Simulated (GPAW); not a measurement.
# A GW chain in GPAW: AlH3 (R-3c), part 2 of 2

Aim: the G0W0 gap of AlH3 (R-3c) on LDA, step by step.

GPAW 26.7.0; LDA and many-body steps on it, plane waves. Known limits of the many-body steps: not at the basis limit.

So far. Step 3 (Bands along the symmetry lines): The gap is 1.943 eV, −0.013 eV from the run before at this level. Step 4 (Empty states on the mesh, 4×4×4 mesh, 237 bands): On this mesh the gap is 1.959 eV.

## (5) Screening and self-energy, 4×4×4 mesh, 105 bands, screening to 78 eV

Now the one-shot GW correction: screening in the RPA, then the self-energy of the levels asked for.

This step: G0W0 on LDA, plane waves, PAW.

Input file run.py:

```python
import json
import numpy as np
from gpaw.mpi import world
from gpaw.response.g0w0 import G0W0

gw = G0W0('full.gpw',
    filename='gw',
    kpts=[0, 4],
    bands=(4, 8),
    ecut=78,
    nbands=105,
    integrate_gamma='WS',
    ppa=True)
gw.calculate()
res = {mode: {k: v for k, v in r.items() if k != 'sigma_eskwn'}
       for mode, r in gw.all_results.items()}

if world.rank == 0:
    with open('result.json', 'w') as f:
        json.dump(res, f, default=lambda x: x.tolist())
```

Started as:

```console
mpirun -n 4 gpaw python run.py
```

Numbers of over 12 decimals in the logs are rounded to 6 here.

Log:

```text
Using integrator: PointIntegrator
FrequencyGridDescriptor(from 0.000+0.000j to 0.000+27.211j eV, 2 points)
Nonperiodic BCs:  [False False False]
Using integrator: PointIntegrator
FrequencyGridDescriptor(from 0.000+0.000j to 0.000+27.211j eV, 2 points)
Nonperiodic BCs:  [False False False]
  ___  _ _ _
 |   || | | |
 | | || | | |
 |__ ||_____|
 |___|

BZ k-points: Symmetries present (total): 6

  [... matrices ...]
64 k-points: 4 x 4 x 4 Monkhorst-Pack grid + [1/8,1/8,1/8]
14 k-points in the irreducible part of the Brillouin zone
       k-points in crystal coordinates                weights
   0:     0.00000000    0.00000000    0.00000000          1/64
   1:     0.25000000    0.00000000   -0.25000000          6/64
   2:     0.25000000    0.00000000    0.00000000          6/64
   3:     0.25000000    0.25000000   -0.25000000          6/64
   4:     0.25000000    0.25000000    0.00000000          6/64
   5:     0.25000000    0.25000000    0.25000000          2/64
   6:     0.50000000    0.00000000    0.00000000          3/64
   7:     0.50000000    0.00000000    0.25000000          6/64
   8:     0.50000000    0.25000000   -0.25000000          6/64
   9:     0.50000000    0.25000000    0.00000000          6/64
          ...
  13:     0.50000000    0.50000000    0.50000000          1/64

Distributing spins, k-points and bands (1 x 2 x 4) over 4 processes
Number of blocks: 1

Quasi particle states:
k-points (IBZ indices): [0, 4]
Band range: (4, 8)
  [... matrices ...]
Computational parameters:
Plane wave cut-off: 78 eV
Number of bands: 105
Coulomb cutoff: None
Broadening: 0.1 eV

fxc modes: GW
Kernel: RPA
Using Godby-Needs plasmon-pole approximation:
  Fitting energy: i*E0, E0 = 1.000 Hartree
Summing all q:

Calculating screened Coulomb potential
No Coulomb truncation
FrequencyGridDescriptor(from 0.000+0.000j to 0.000+27.211j eV, 2 points)
Removing empty qpoint cache files...

Calculating chi0 body with:
    Ground state adapter containing:
    Number of spins: 1
    Number of kpoints: 64
    Number of irreducible kpoints: 14
    Number of completely occupied states: 6
    Number of partially occupied states: 6
    Occupied states memory: 1.802032 M / cpu

    Linear response parametrization:
    q_c: [0.0, 0.0, 0.0]
    Number of frequency points: 2
    Planewave cutoff: 78.0
    Number of bands: 105
    Number of planewaves: 113
    Broadening (eta): 1e-06
    comm.size: 4
    kncomm.size: 4
    blockcomm.size: 1

    Memory estimate of potentially large arrays:
        chi0_wGG: 0.389679 M / cpu
Integrating chi0 body.

Symmetries of q_c:
    Direct symmetries (Uq -> q): 6
    Indirect symmetries (TUq -> q): 0
In total 6 allowed symmetries.

  [... matrices ...]
14 groups of equivalent kpoints. 78.125% reduction.

Integral kind: response function
Integrating chi0 head and wings.

Symmetries of q_c:
    Direct symmetries (Uq -> q): 6
    Indirect symmetries (TUq -> q): 0
In total 6 allowed symmetries.

  [... matrices ...]
14 groups of equivalent kpoints. 78.125% reduction.

Integral kind: response function wings

Calculating chi0 body with:
    Ground state adapter containing:
    Number of spins: 1
    Number of kpoints: 64
    Number of irreducible kpoints: 14
    Number of completely occupied states: 6
    Number of partially occupied states: 6
    Occupied states memory: 1.802032 M / cpu

    Linear response parametrization:
[... the further q-points ...]

Results:
f:      Occupation numbers
eps:     KS-eigenvalues [eV]
vxc:     KS vxc [eV]
exx:     Exact exchange [eV]
sigma:   Self-energies [eV]
dsigma:  Self-energy derivatives
Z:       Renormalization factors
qp:      QP-energies [eV]

k-point 0 (0): (0.000, 0.000, 0.000)                GW
band       f     eps     vxc     exx   sigma  dsigma       Z      qp
                                                                   GW
   4   1.000   0.511 -11.891 -15.286   2.023  -0.269   0.788  -0.571
   5   1.000   0.511 -11.891 -15.286   2.023  -0.269   0.788  -0.571
   6   0.000   2.518 -12.899  -8.374  -3.187  -0.237   0.808   3.600
   7   0.000   6.178  -8.528  -3.651  -3.931  -0.223   0.818   6.951

k-point 1 (4): (0.250, 0.250, 0.000)                GW
band       f     eps     vxc     exx   sigma  dsigma       Z      qp
                                                                   GW
   4   1.000  -1.386 -11.657 -15.511   2.422  -0.291   0.775  -2.496
   5   1.000   0.559 -11.704 -14.965   1.934  -0.267   0.789  -0.488
   6   0.000   4.706 -12.820  -8.074  -3.478  -0.248   0.801   5.724
   7   0.000   6.043  -8.873  -4.155  -3.814  -0.224   0.817   6.782
```

Run time: 70 s. Hardware: 4 MPI ranks of Arm Neoverse V1, shared host; peak memory 1.2 GiB.

Numbers from this step:

```
G0W0 gap on the points computed              : 4.088 eV
least direct G0W0 gap on the computed points : 4.171 eV
Z at the valence top                         : 0.7891
Z at the conduction bottom                   : 0.8084
starting gap on the mesh                     : 1.959 eV
k of the valence top                         : 0.25, 0.25, 0
k of the conduction bottom                   : 0, 0, 0
```

The gap on the mesh goes from 1.96 eV to 4.09 eV, a correction of +2.13 eV.

Limits: finite bands, cutoff and mesh. v1 is the top filled band, c1 the lowest empty one. Levels before and after the correction, in eV, zero at the valence-band top of each column:

```tsv
	conduction bottom	valence top
Kohn-Sham	1.96	0.00
G0W0	4.09	0.00
```

```tsv
	level	energy (eV)
Kohn-Sham	Γ v2-v1	-0.049
Kohn-Sham	Γ c1	1.959
Kohn-Sham	Γ c2	5.618
Kohn-Sham	(0.25 0.25 0) v2	-1.946
Kohn-Sham	(0.25 0.25 0) v1	0.000
Kohn-Sham	(0.25 0.25 0) c1	4.147
Kohn-Sham	(0.25 0.25 0) c2	5.484
G0W0	Γ v2-v1	-0.083
G0W0	Γ c1	4.088
G0W0	Γ c2	7.439
G0W0	(0.25 0.25 0) v2	-2.008
G0W0	(0.25 0.25 0) v1	0.000
G0W0	(0.25 0.25 0) c1	6.212
G0W0	(0.25 0.25 0) c2	7.270
```

## (6) Where the time went

Times are wall times on 4 MPI ranks of Arm Neoverse V1, shared host, good to a factor of about two.

```tsv
step	time	share	memory (GiB)
ground state	10 s	7 %	0.8
bands along the symmetry lines	11 s	7 %	0.85
empty states on the mesh	56 s	38 %	2.4
screening and self-energy	70 s	48 %	1.2
```

## (7) Summary of results

```
LDA gap              : 1.94 eV, indirect
G0W0 gap on the mesh : 4.09 eV
GW settings          : 4×4×4 mesh, 105 bands, screening to 78 eV, Godby-Needs plasmon pole
known limits         : not at the basis limit
```

G0W0 moves the gap on the mesh from 1.96 eV to 4.09 eV (+2.13 eV), with Z of 0.79 and 0.81 at the edges. Only 2 of the mesh's irreducible points were corrected, so a valley elsewhere could overtake. Bands and cutoff are finite, so the gap is not at the basis limit. The miss can reach some tenths of an eV and take either sign; the mesh is an error of its own. These stock PAW sets were not made for GW. In the G0W0 run levels were corrected at 2 k points alone, so a gap called «on the mesh» is the least over those, and an edge elsewhere would be missed.

[Paths, hosts, dates, memory and timing lines, banners, echoed tables and standing remarks are left out of the program output.]

[Logs are printed without paths, hosts, clocks, repeated set-up lines and the standing remarks that a program may print on its own settings, such as how far it seeks lower states.]

[Runs of the session that timed out or met a known fault of the program may be left out.]

[Hosts, paths, dates, database ids (printed as entryN), source tags and the programs' standing remarks are cut or masked in the printed files.]
